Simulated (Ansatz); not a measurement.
# What Y (model cell, started as body-centred cubic) distorts into, part 2 of 2

Aim: this structure of Y (model cell, started as body-centred cubic) is to be tested for unstable modes, and one is followed downhill.

Ansatz 0.2.0; DFT LDA, scalar-relativistic, plane waves, PAW; PAW set soft_1.

So far, highest frequency on the path or at a solved wavevector (cm⁻¹): step 2 (response at finite wavevector) 141. Also lowest frequency on the path (cm⁻¹): step 2 -79.5.

This is not the structure that Y takes at ambient pressure and room temperature (hexagonal, No. 194); it is a model or a phase of other conditions.

## (6) Relaxing from the distorted cell

Starting from the lowest point found, all atoms and the cell are let go, so that strain and other modes of the same symmetry can join in.

input.yaml reads:

```yaml
crystal:
  lattice:
    - [-1.9548669328, 1.9548669328, 1.9548669328]
    - [0.0, -3.9097338656, 3.9097338656]
    - [5.8646007984, 1.9548669328, 1.9548669328]
  atoms:
    - { symbol: "Y", position: [0.0599846945, 0.0, -0.0086818548] }
    - { symbol: "Y", position: [0.6900153055, 0.5, 0.2586818548] }
    - { symbol: "Y", position: [0.4400153055, 0.0, 0.5086818548] }
    - { symbol: "Y", position: [0.3099846945, 0.5, 0.7413181452] }
kpoints:
  mp_grid: { grid: [12, 8, 8] }
hamiltonian:
  xc: lda
  pseudopotentials: { kind: paw, azcp: { folder: soft_1 }, xc_functional: pbe }
scf:
  occupations: { method: methfessel_paxton, width: 0.2 }
output:
  forces: true
  stress: true
  eigenvalues: true
relax:
  adjacent_minimum: "off"
  f_tol: 0.002
  max_steps: 120
  cell: { stress_tol: 0.03 }
```

Run with:

```sh
> ansatz run input.yaml --threads 8 --pin off --max-ram 16384MiB --backend cpu --events-out ev --progress --plain --runs-dir out
```

Numbers of over 12 decimals in the logs are rounded to 6 here.

The program printed:

```text
[...]
Crystal: 4 atoms, lattice volume = 119.529 Å³
Basis set: ecut = 420 eV, 2353 PW (Γ)
Bands: 27, of which v1, the nominal top of the filled ones, is band 22 counted from 1 (21 counted from 0)
Symmetry: 4 space group operations
[...]
k-points: 250 of 768
[...]
SCF iter   1: F=—  HF=-14982.024599 eV  |F-HF|=—  |Δ(HF+E_count)|=         —  Δρ=1.48e-2  dr2=7.52e-1  ethr=3.10e-3  ⟨swp⟩=4.7  Hψ=27068  notcnv=0
[...]
SCF iter   7: F=-14981.852644 eV  HF=-14981.852644 eV  |F-HF|=2.89e-10  |Δ(HF+E_count)|=   4.21e-8  S|Δr|=    0.00e0  Δρ=1.73e-6  dr2=3.05e-9  ethr=2.27e-10  ⟨swp⟩=5.7  Hψ=24735  notcnv=0
SCF 1 converged in 7 iterations: F = -14981.852644 eV  dr2 = 3.05e-9
[...]
relax step   1: F+E_penalty+E_count = -14981.85264358 eV  Δ(F+E_penalty+E_count) = +0.000e0 eV  max|allowed force component| = 2.270e-1 eV/Å  Δτ_max = 0.0000 Å  P = -0.130 GPa  Ω = 119.529 Å³  (7 SCF iters, dr2 threshold 1.00e-7 eV, accepted)
Crystal: 4 atoms, lattice volume = 119.632 Å³
Basis set: ecut = 420 eV, 2349 PW (Γ)
[...]
iter 1 solved again at ethr=3.50e-5 eV; its pass at ethr=3.10e-3 eV (dr2=1.54e-2 eV) is discarded
[...]
SCF iter   5: F=-14982.048775 eV  HF=-14982.048775 eV  |F-HF|=3.51e-8  |Δ(HF+E_count)|=   1.39e-6  S|Δr|=    0.00e0  Δρ=1.43e-5  dr2=1.84e-7  ethr=9.09e-10  ⟨swp⟩=4.6  Hψ=33739  notcnv=0
SCF 2 converged in 5 iterations: F = -14982.048775 eV  dr2 = 1.84e-7
relax step   2: F+E_penalty+E_count = -14982.04877539 eV  Δ(F+E_penalty+E_count) = -1.961e-1 eV  max|allowed force component| = 2.261e-1 eV/Å  Δτ_max = 0.1950 Å  P = -0.503 GPa  Ω = 119.632 Å³  energy of the carried Pulay correction = -2.660e-6 eV  (5 SCF iters, dr2 threshold 4.00e-7 eV, accepted)
Crystal: 4 atoms, lattice volume = 119.065 Å³
Basis set: ecut = 420 eV, 2333 PW (Γ)
[...]
SCF iter   5: F=-14982.142837 eV  HF=-14982.142837 eV  |F-HF|=1.72e-7  |Δ(HF+E_count)|=   1.46e-6  S|Δr|=    0.00e0  Δρ=1.38e-5  dr2=3.27e-7  ethr=9.09e-10  ⟨swp⟩=4.7  Hψ=33928  notcnv=0
SCF 3 converged in 5 iterations: F = -14982.142837 eV  dr2 = 3.27e-7
relax step   3: F+E_penalty+E_count = -14982.14283708 eV  Δ(F+E_penalty+E_count) = -9.406e-2 eV  max|allowed force component| = 1.897e-1 eV/Å  Δτ_max = 0.1956 Å  P = -0.277 GPa  Ω = 119.065 Å³  energy of the carried Pulay correction = +1.192e-5 eV  (5 SCF iters, dr2 threshold 4.00e-7 eV, accepted)
[...]
relax step   4: F+E_penalty+E_count = -14982.16640934 eV  Δ(F+E_penalty+E_count) = -2.357e-2 eV  max|allowed force component| = 5.491e-2 eV/Å  Δτ_max = 0.0829 Å  P = +0.346 GPa  Ω = 117.429 Å³  energy of the carried Pulay correction = +5.440e-5 eV  (5 SCF iters, dr2 threshold 4.00e-7 eV, accepted)
[...]
relax step   5: F+E_penalty+E_count = -14982.17120947 eV  Δ(F+E_penalty+E_count) = -4.800e-3 eV  max|allowed force component| = 1.486e-2 eV/Å  Δτ_max = 0.0292 Å  P = +0.259 GPa  Ω = 117.804 Å³  energy of the carried Pulay correction = +4.461e-5 eV  (5 SCF iters, dr2 threshold 4.00e-7 eV, accepted)
[...]
relax step   6: F+E_penalty+E_count = -14982.16965753 eV  Δ(F+E_penalty+E_count) = +1.552e-3 eV  max|allowed force component| = 3.521e-2 eV/Å  Δτ_max = 0.0197 Å  P = -0.356 GPa  Ω = 119.523 Å³  energy of the carried Pulay correction = +1.446e-7 eV  (5 SCF iters, dr2 threshold 3.20e-7 eV, rejected (line search))
[...]
relax step   7: F+E_penalty+E_count = -14982.17197770 eV  Δ(F+E_penalty+E_count) = -7.682e-4 eV  max|allowed force component| = 1.709e-3 eV/Å  Δτ_max = 0.0034 Å  P = -0.014 GPa  Ω = 118.511 Å³  energy of the carried Pulay correction = +2.625e-5 eV  (8 SCF iters, accepted)
[...]
relax step   8: F+E_penalty+E_count = -14982.17198940 eV  Δ(F+E_penalty+E_count) = -1.169e-5 eV  max|allowed force component| = 6.908e-4 eV/Å  Δτ_max = 0.0007 Å  P = -0.000 GPa  Ω = 118.473 Å³  energy of the carried Pulay correction = +2.723e-5 eV  (4 SCF iters, dr2 threshold 2.79e-9 eV, accepted)
[...]
SCF iter   4: F=-14982.171934 eV  HF=-14982.171934 eV  |F-HF|=1.82e-12  |Δ(HF+E_count)|=  1.09e-11  S|Δr|=    0.00e0  Δρ=8.09e-8  dr2=8.03e-12  ethr=1.00e-12  ⟨swp⟩=5.9  Hψ=27664  notcnv=0
SCF 9 converged in 4 iterations: F = -14982.171934 eV  dr2 = 8.03e-12
relax step   9: F+E_penalty+E_count = -14982.17193448 eV  Δ(F+E_penalty+E_count) = +5.492e-5 eV  max|allowed force component| = 6.961e-4 eV/Å  Δτ_max = 0.0000 Å  P = -0.000 GPa  Ω = 118.473 Å³  stress off target by 3.21e-3 GPa  SCF on the basis re-selected at this cell (its energy is not comparable with the rows above)  (4 SCF iters)
basis re-selected at this cell: Δ(F+E_penalty+E_count) = +5.492e-5 eV, ΔP = +0.000 GPa vs the last step (what re-selecting the basis moved, of the pressure what is left beyond the Pulay correction that the steps carried, after the strain that the cell walked since its last selection, with what the two solves' SCF thresholds leave and, on support functions, any second-order correction that the steps lacked; it is no measure of the basis error at this ecutwfc). The dense FFT grid was sized anew with the basis: this SCF ran on 24×36×45 points, the steps before it on 24×40×45, so part of this shift can come from that change (see relax.cell in the input reference). [rest of the remark cut]
SCF converged after 4 iterations
[...]
Free energy (F): -14982.171934 eV
[...]
Internal energy: -14982.172209 eV  (E = F + TS)
E sigma→0 (E₀):  -14982.172003 eV
Entropy (-TS):   0.000274 eV (0.069 meV/atom)
Fermi energy:    10.291457 eV
Step filling:    the computed levels leave a gap of 0.0008 eV = 0.0 smearing widths at the electron count; against every level under it full and every level over it empty, smearing changes F+E_penalty+E_count by +0.825 meV and its σ→0 estimate by +0.756 meV
[...]
--- Forces (eV/Å), atoms counted from 1 ---
  atom   1  Y      0.00040075     0.00020349     0.00020349
  atom   2  Y     -0.00040075    -0.00020349    -0.00020349
  atom   3  Y     -0.00069614    -0.00049016    -0.00049016
  atom   4  Y      0.00069614     0.00049016     0.00049016
  max |Σ_I F_I| component: 1.08e-19 eV/Å
--- Stress (GPa, compression-positive) ---
        0.000527       0.002108       0.002108
        0.002108      -0.000416       0.000312
        0.002108       0.000312      -0.000416
  P = ⅓ Tr σ = -0.0001 GPa (-0.001 kbar)
--- Band table (eV; the first three rows and the last of 250) ---
  k-point 0: bands = [... 18 lower, 8.9753, 9.1461, 9.9790, 10.3337, 10.4781, 10.8338, 11.8937, 11.9650, ... 1 higher]
  k-point 1: bands = [... 18 lower, 8.5698, 9.3364, 10.0363, 10.3263, 10.6319, 10.8836, 11.7970, 11.8480, ... 1 higher]
  k-point 2: bands = [... 18 lower, 8.6646, 9.3505, 10.2037, 10.3961, 10.7872, 11.0298, 11.5385, 11.6805, ... 1 higher]
  k-point 249: bands = [... 18 lower, 9.3089, 9.3089, 10.0131, 10.0131, 10.5610, 10.5610, 11.4526, 11.4526, ... 1 higher]
--- Relaxed structure (8 steps of the walk, 7 accepted, 1 SCFs on fresh bases) ---
  F+E_penalty+E_count = -14982.17193448 eV   max|allowed force component| = 6.961e-4 eV/Å   (the final SCF, on the basis selected at the relaxed cell)
  cell:  # Å, volume = 118.4729 Å³
    - [-2.105839, 1.918420, 1.918420]
    - [1.3877787807814457e-17, -3.805137, 3.805137]
    - [6.118268, 1.818795, 1.818795]
  atoms:
    - { symbol: Y, position: [0.050395, 2.6020852139652106e-18, -0.024608] }
    - { symbol: Y, position: [0.699605, 0.500000, 0.274608] }
    - { symbol: Y, position: [0.310462, 0.0, 0.496395] }
    - { symbol: Y, position: [0.439538, 0.5, 0.753605] }
```

It took 52 s on 8 threads of Intel Xeon at 2.70GHz, shared host; peak memory 0.98 GiB; 6.2 min of CPU time.

Step by step:

```tsv
step	energy less that of the first step (eV)	largest force component (eV/Å)	pressure (GPa)	volume (Å³)
1	0.0000	0.2270	-0.13	119.53
2	-0.1961	0.2261	-0.50	119.63
3	-0.2902	0.1897	-0.28	119.07
4	-0.3138	0.0549	0.35	117.43
5	-0.3186	0.0149	0.26	117.80
6	-0.3170	0.0352	-0.36	119.52
7	-0.3193	0.0017	-0.01	118.51
8	-0.3193	0.0007	0.00	118.47
9*	-0.3193	0.0007	0.00	118.47
```

Relaxation steps marked * repeat the geometry before them on a plane-wave basis chosen anew for their cell, so energy and pressure can jump there. Relaxation step 6 was tried and not accepted.

The run keeps the 4 symmetry operations that it works with, so distortions that break them were not tested.

```tsv
cell as run	before	after	change
a (Å)	3.386	3.434	+1.4 %
b (Å)	5.529	5.381	-2.7 %
c (Å)	6.484	6.637	+2.4 %
β (°)	100.02	105.02	+5.0 %
volume (Å³/atom)	29.88	29.62	-0.9 %
```

The atoms that moved most (Å, as changes of fractional coordinates times the final cell):

```tsv
atom	dx	dy	dz	length
Y3	0.198	-0.271	-0.271	0.431
Y4	-0.198	0.271	0.271	0.431
Y1	-0.077	-0.047	-0.047	0.102
Y2	0.077	0.047	0.047	0.102
```

The relaxed structure:

```
Y
1.0
    -2.10584    1.91842    1.91842
     0.00000   -3.80514    3.80514
     6.11827    1.81880    1.81880
Y
4
Direct
  0.05039 0.00000 0.97539
  0.69961 0.50000 0.27461
  0.31046 0.00000 0.49640
  0.43954 0.50000 0.75360
```

Numbers from this step:

| Quantity | Value |
| --- | --- |
| pressure | -1.02e-4 GPa |
| volume per atom | 29.62 Å³ |

The distorted start has space group P2_1/m; the relaxation ends in Cmcm.

## (7) The new phase in its own primitive cell

The relaxed structure is symmetrised, reduced to its primitive cell and relaxed tightly, as its phonons need.

input.yaml, the sections that differ from step 6:

```yaml
crystal:
  lattice:
    - [1.7172090739, -6.4103338685, 0.0]
    - [1.7172090739, 6.4103338685, 0.0]
    - [0.0, 0.0, 5.3812770585]
  atoms:
    - { symbol: "Y", position: [0.6753947793, 0.3246052207, 0.75] }
    - { symbol: "Y", position: [0.3246052207, 0.6753947793, 0.25] }
    - { symbol: "Y", position: [0.9358962328, 0.0641037672, 0.75] }
    - { symbol: "Y", position: [0.0641037672, 0.9358962328, 0.25] }
kpoints:
  mp_grid: { grid: [12, 12, 8] }
relax:
  adjacent_minimum: "off"
  f_tol: 0.001
  max_steps: 60
  cell: { stress_tol: 0.01 }
# hamiltonian, scf, output: as in step 6
```

The program printed:

```text
[...]
Crystal: 4 atoms, lattice volume = 118.473 Å³
Basis set: ecut = 420 eV, 2313 PW (Γ)
Bands: 27, of which v1, the nominal top of the filled ones, is band 22 counted from 1 (21 counted from 0)
Symmetry: 8 space group operations
[...]
k-points: 215 of 1152
[...]
--- Relaxed structure (3 steps of the walk, 3 accepted, 1 SCFs on fresh bases) ---
[...]
cell:  # Å, volume = 118.4700 Å³
    - [1.717025, -6.411467, 0]
    - [1.717025, 6.411467, 0]
    - [0, 0, 5.380771]
  atoms:
    - { symbol: Y, position: [0.675205, 0.324795, 0.750000] }
    - { symbol: Y, position: [0.324795, 0.675205, 0.25] }
    - { symbol: Y, position: [0.935694, 0.064306, 0.750000] }
    - { symbol: Y, position: [0.064306, 0.935694, 0.25] }
[key lines of the parts left out:]
SCF converged after 4 iterations
Free energy (F): -14982.171974 eV
Fermi energy:    10.291658 eV
P = ⅓ Tr σ = 0.0012 GPa (0.012 kbar)
```

It took 17 s on 8 threads; peak memory 0.92 GiB.

Little changed from the start: no atom moved by 0.005 Å and no cell edge by 0.1 %.

Numbers from this step:

* pressure: 0.001245 GPa

The largest force component left is 0.026 meV/Å and the pressure is 0.001 GPa, within the tolerances set. The cell now holds 29.62 Å³/atom.

## (8) Modes of the new phase, k-mesh 12×12×8

A relaxed structure may still be a saddle point, so its zone-centre modes are computed. No field response is asked, since the mesh shows no gap.

input.yaml, the sections that differ from step 7:

```yaml
crystal:
  lattice:
    - [1.7170245633, -6.4114674801, 0.0]
    - [1.7170245633, 6.4114674801, 0.0]
    - [0.0, 0.0, 5.3807714611]
  atoms:
    - { symbol: "Y", position: [0.6752047852, 0.3247952148, 0.75] }
    - { symbol: "Y", position: [0.3247952148, 0.6752047852, 0.25] }
    - { symbol: "Y", position: [0.9356942248, 0.0643057752, 0.75] }
    - { symbol: "Y", position: [0.0643057752, 0.9356942248, 0.25] }
output:
  eigenvalues: true
phonons:
  method: dfpt
# kpoints, hamiltonian, scf: as in step 7
# relax: removed
```

The program printed:

```text
zone centre: on kpoints.mp_grid the ground state, and the responses unless they are solved on pairs of k-points, stand on 215 of the mesh's 1152 k-points, reduced under 4 symmetry operations, with k and −k counted as one. Each operation leaves every solved displacement unchanged or reverses it
[...]
Crystal: 4 atoms, lattice volume = 118.470 Å³
Basis set: ecut = 420 eV, 2313 PW (Γ), exchange–correlation on 90×90×72 points (8 copies of the dense FFT grid, shifted against one another)
Bands: 27, of which v1, the nominal top of the filled ones, is band 22 counted from 1 (21 counted from 0)
Symmetry: 8 space group operations
k-points: 215 of 1152 (irreducible under 4 space group operations, time reversal used)
[...]
SCF iter   1: F=—  HF=-14982.402783 eV  |F-HF|=—  |Δ(HF+E_count)|=         —  Δρ=1.62e-2  dr2=1.11e0  ethr=3.10e-3  ⟨swp⟩=4.6  Hψ=23008  notcnv=0
[...]
SCF iter   9: F=-14982.171975 eV  HF=-14982.171975 eV  |F-HF|=5.46e-12  |Δ(HF+E_count)|=  5.46e-12  S|Δr|=    0.00e0  Δρ=7.01e-8  dr2=6.36e-12  ethr=1.00e-12  ⟨swp⟩=10.0  Hψ=28400  notcnv=0
SCF 1 converged in 9 iterations: F = -14982.171975 eV  dr2 = 6.36e-12
[...]
DFPT response loops at Γ: preconditioner auto → Kerker (q_TF=auto, 2.313 Å⁻¹) (partly filled bands, converged f_vac=0.000); β = 1.00, the filter's whole step (`scf.mixing.beta` (0.50) is not read by the response loops under this deck's `scf.mixing.preconditioner`; to damp them name `kerker` or `kerker_dos`, under which they read `scf.mixing.beta`, and type it under 1.00, their step now; both keys bind the ground state too); Broyden in place of MSR1
SCF converged after 9 iterations
[...]
Free energy (F): -14982.171975 eV
[...]
Internal energy: -14982.172289 eV  (E = F + TS)
E sigma→0 (E₀):  -14982.172053 eV
Entropy (-TS):   0.000315 eV (0.079 meV/atom)
Fermi energy:    10.291658 eV
[...]
--- Band table (eV; the first three rows and the last of 215) ---
  k-point 0: bands = [... 18 lower, 8.9749, 9.1457, 9.9799, 10.3332, 10.4772, 10.8345, 11.8949, 11.9644, ... 6 higher]
  k-point 1: bands = [... 18 lower, 8.8023, 9.0384, 10.2417, 10.2692, 10.5353, 11.0455, 11.6471, 11.9315, ... 6 higher]
  k-point 2: bands = [... 18 lower, 8.5517, 8.7744, 10.3326, 10.5946, 10.8146, 11.3341, 11.3518, 11.6867, ... 6 higher]
  k-point 214: bands = [... 18 lower, 8.0928, 8.0928, 10.3124, 10.3124, 10.7044, 10.7044, 11.2200, 11.2200, ... 6 higher]
--- Phonons (Γ-DFPT): 6 representative perturbations + reference, on 215 of 1152 k-points (Σ response iterations 18) ---
  k mesh reduced under 4 symmetry operations, with k and −k counted as one. Each operation leaves every solved displacement unchanged or reverses it
  ASR residual: 2.018e-5 → 0.000e0 eV/Å²; symmetrization residual: 3.149e-6 eV/Å²
  ASR residual per site (eV/Å²): 2.02e-5 2.02e-5 5.64e-6 5.64e-6
  Γ frequencies (cm⁻¹): 0.00 0.00 0.00 74.95 85.16 89.90 105.15 113.73 125.55 142.44 147.21 167.10
  non-analytic LO–TO correction: not included (Born effective charges unavailable; polar crystals: no LO–TO splitting at Γ)
```

Elapsed: 1.8 min, on 8 threads; peak memory 2.4 GiB; 11 min of CPU time.

Numbers from this step:

| Property | Result |
| --- | --- |
| sum-rule residual before enforcement | 2.02e-5 eV/Å² |
| point group | mmm |
| highest optical mode at the zone centre (no LO-TO term) | 167.1 cm⁻¹ |
| lowest optical zone-centre mode | 74.95 cm⁻¹ |

Patterns of degenerate modes are one choice out of their space. Modes at Γ:

```tsv
mode	frequency (cm⁻¹)	symmetry
1	0.0	acoustic
2	0.0	acoustic
3	0.0	acoustic
4	75.0	B1g
5	85.2	Ag
6	89.9	B3g
7	105.2	B1g
8	113.7	B3u
9	125.5	B1u
10	142.4	Ag
11	147.2	B2u
12	167.1	B3g
```

Displacements in mode 4 (75.0 cm⁻¹), the largest set to 1:
```
Y1  -0.43  0.00  0.00
Y2   0.43  0.00  0.00
Y3   1.00  0.00  0.00
Y4  -1.00  0.00  0.00
```

Displacements in mode 7 (105.2 cm⁻¹), the largest set to 1:
```
Y1   1.00  0.00  0.00
Y2  -1.00  0.00  0.00
Y3   0.43  0.00  0.00
Y4  -0.43  0.00  0.00
```

Before it was imposed, the acoustic sum rule was missed by 2.0e-5 eV/Å². Small misses are needed for a sound result but don't prove that mesh and cutoff are converged. The lowest optical mode is real, 75.0 cm⁻¹.

## (9) The phases reached

The phases reached along the modes that were followed are set side by side.

Energies are those of the first relaxation, on the mesh of the frozen mode; space group, volume and gap are those of the last relaxation. Phases, by row:

```tsv
mode frozen in	space group	energy from parent (meV/atom)	volume (Å³/atom)	gap on mesh (eV)	lowest zone-centre optical mode (cm⁻¹)	largest shift (Å)
parent	Im-3m	0	29.88	0	–	–
q = (0, 0, -0.5), 80i cm⁻¹	P6_3/mmc	-132.2	29.92	0	89	0.511
q = (0, 0.25, 0.25), 71i cm⁻¹	Cmcm	-99.44	29.62	0	75	0.645
```

## (10) Outcome

```
unstable mode of the parent                                                      : q = (0, 0.25, 0.25), 71i cm⁻¹
depth at the lowest point sampled                                                : 19.0 meV/atom
largest atomic shift at that point                                               : 0.22 Å
space group reached (within 0.01 Å)                                              : Cmcm
energy gained over the parent (first relaxation, on the mesh of the frozen mode) : 99.4 meV/atom
volume per atom, phase reached                                                   : 29.6 Å³
lowest optical zone-centre mode, phase reached                                   : 75.0 cm⁻¹
highest optical mode at the zone centre (no LO-TO term), phase reached           : 167 cm⁻¹
```

In words: Along this mode the structure falls into Cmcm, 99.4 meV/atom below the parent. At the parent's cell the well is 19.04 meV/atom deep on the steps tried, with its lowest point at a shift of 0.22 Å. Relaxing atoms and cell changes the gain by +80.40 meV/atom against the lowest step (energies at zero smearing). Most of the total comes from this relaxation. The new phase has no imaginary mode at the zone centre of its cell; other wavevectors were not checked. Of the 2 patterns followed to their end from this parent, this one ends 32.8 meV/atom above the lowest, P6_3/mmc. Each path keeps the symmetry of its pattern, so a lower phase may lie along a pattern not tried. With no gap, or one that is small against the smearing, the frequencies hang on the k mesh and the smearing, most of all near Kohn anomalies. The PAW files were made for PBE and serve the other functionals too. The starting cell was built on a prototype and not taken from a measurement, so the phase need not exist.

[Logs are printed without paths, hosts, clocks, repeated set-up lines and the standing remarks that a program may print on its own settings, such as how far it seeks lower states.]

[Hosts, paths, dates, database ids (printed as entryN), source tags and the programs' standing remarks are cut or masked in the printed files.]
